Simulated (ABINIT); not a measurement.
Computed results, one entry a study.

```cif
data_batio3
_symmetry_space_group_name_H-M 'R3m:H'
_symmetry_Int_Tables_number 160
_cell_length_a 5.6547
_cell_length_b 5.6547
_cell_length_c 6.9552
_cell_angle_alpha 90.000
_cell_angle_beta 90.000
_cell_angle_gamma 120.000
_cell_volume 192.60
loop_
_atom_site_label
_atom_site_type_symbol
_atom_site_symmetry_multiplicity
_atom_site_Wyckoff_symbol
_atom_site_fract_x
_atom_site_fract_y
_atom_site_fract_z
_atom_site_occupancy
Ba1 Ba 3 a 0.00000 0.00000 0.00000 1
Ti1 Ti 3 a 0.33333 0.66667 0.15117 1
O1 O 9 b 0.49703 0.99407 0.01157 1
_calc_subject 'BaTiO3 (R3m): G0W0 with ABINIT, start to end'
_calc_method 'RPA screening on LDA, plane waves, norm-conserving pseudopotentials (and 2 further levels or steps)'
_calc_program 'ABINIT 10.8.3'
_calc_settings 'cutoff 38 Ha, PseudoDojo scalar-relativistic 0.4.1 standard, norm-conserving, potential set dojo-sr-lda-0.4.1-standard, ngkpt (4, 4, 4), nband 495, ecuteps 10.1 Ha, inclvkb 2, shiftk (0, 0, 0), symchi 1, awtr 1, frequency ppm, 4×4×4 k-mesh'
_calc_cost '5 runs, 42 min in all on 4 MPI ranks of Arm Neoverse V2, shared host'
_calc_notes 'The program’s warnings: nkpt*nsppol () is not a multiple of nproc spkpt (). The cell and positions come from the Crystallography Open Database and are kept as given unless a step says otherwise. Limits: no spin-orbit coupling. The 4×4×4 mesh is coarse for this cell, which bears on the long-range parts of exchange and screening.'
_calc_lda_gap '2.35 eV, indirect'
_calc_g0w0_gap_on_the_mesh '4.12 eV'
_calc_gw_settings '4×4×4 mesh, 495 bands, screening to 274.8 eV, Godby-Needs plasmon pole'
_calc_known_limits 'short of the basis limit; no spin-orbit coupling; coarse k mesh'
```

[Long decimals in the printed logs are rounded to 6 places.]

[Logs are printed without paths, hosts, clocks, repeated set-up lines and the standing remarks that a program may print on its own settings, such as how far it seeks lower states.]

[Paths, hosts, dates, memory and timing lines, banners, echoed tables and standing remarks are left out of the program output; an Ansatz launch command may be rebuilt from the run's recorded settings. Measured values are a selection of at most five: reports struck by readers or far from the other reports are left out. None is set beside runs whose start may be inverted or whose files or cutoffs have a known fault.]

[Runs of the session that timed out or met a known fault of the program may be left out.]

[Hosts, paths, dates, database ids (printed as entryN), source tags and the programs' standing remarks are cut or masked in the printed files.]

[G0W0 gaps are taken among the corrected bands and points alone; a level outside them can change the order at an edge.]

[Where Ansatz stands beside ABINIT at settings called matched, ABINIT's density can come from a denser mesh and the files from another edition; pairs whose starting gaps differed by over 0.03 eV were left out, so agreement reads better than it is.]
